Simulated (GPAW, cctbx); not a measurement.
# By hand: from a DFT structure factor to an extinction distance in Rb2MnTlBr6

Rb2MnTlBr6, Fm-3m (no. 225), a = 11.3487 Å, b = 11.3487 Å, c = 11.3487 Å, α = 90.00°, β = 90.00°, γ = 90.00°.

| atom | mult. | x | y | z |
| --- | --- | --- | --- | --- |
| Tl1 | 4 | 1/2 | 0 | 0 |
| Rb1 | 8 | 1/4 | 3/4 | 3/4 |
| Br1 | 24 | 0 | 0 | 0.7740 |
| Mn1 | 4 | 0 | 0 | 0 |

The cell comes from substitution in a known structure type and wasn't matched to any measured phase.

A DFT run (GPAW, PBE, 450 eV, 3×3×3 k-points, Fermi–Dirac width 0.05 eV, spin-polarised) gives the static X-ray structure factor of 020 as 403.531 e for the conventional cell; superposed free atoms give 402.504 e. **Problem.** Find the Fourier component V of the crystal potential and the two-beam extinction distance at 200 kV in both cases.

### 1. Geometry

The cell volume is Ω = 1461.63 Å³ and d(020) = 5.6743 Å, so g = 1/d = 0.1762 Å⁻¹.

### 2. The nuclei

Electrons feel nuclei as well as electrons, so the nuclear charges are summed with the same phases.

Phase sums Σ exp(2πi h·x), turned so that the total is real and positive: Tl +4.000, Rb -8.000, Br +8.362, Mn +4.000. Then F_Z = 81 × (+4.000) + 37 × (-8.000) + 35 × (+8.362) + 25 × (+4.000) = 420.67 e. The electron term has the same sign for this reflection.

### 3. Mott–Bethe

Poisson's equation, term by term, gives V = (e/4πε₀)(F_Z − F)/(πΩg²), with e/4πε₀ = 14.3996 V Å.

The prefactor is 14.3996 × 5.6743²/(π × 1461.63) = 0.10097 V per electron. Free atoms: (420.67 − 402.504) × 0.10097 = 1.834 V. Crystal: (420.67 − 403.531) × 0.10097 = 1.730 V. F changes by +0.26 % and V by -5.7 %: the same 1.03 e is measured against F_Z − F = 18.2 e in place of F = 402.5 e.

### 4. Extinction distance

In the two-beam case ξ = 1/(λU) with U = 2γm₀eV/h², that is ξ = 150.41 V Å²/(γλV).

At 200 kV, λ = 0.02508 Å and γ = 1.3914. Free atoms: ξ = 2350 Å. Crystal: ξ = 2491 Å. The thickness fringes go as sin²(πt/ξ), so the two patterns slip by a quarter of a period when t|1/ξ₁ − 1/ξ₀| = 1/4, at t ≈ 1039 nm, thicker than usual samples. Thermal motion, absorption and many-beam coupling, left out here, change a real pattern.

### 5. Answer

V(020) is 1.73 V against 1.83 V, and ξ is 2491 against 2350 Å. Limits: static atoms, two beams; a ferromagnetic start is the only order tried, and the real ground state may be antiferromagnetic or insulating; no Hubbard U on Mn.
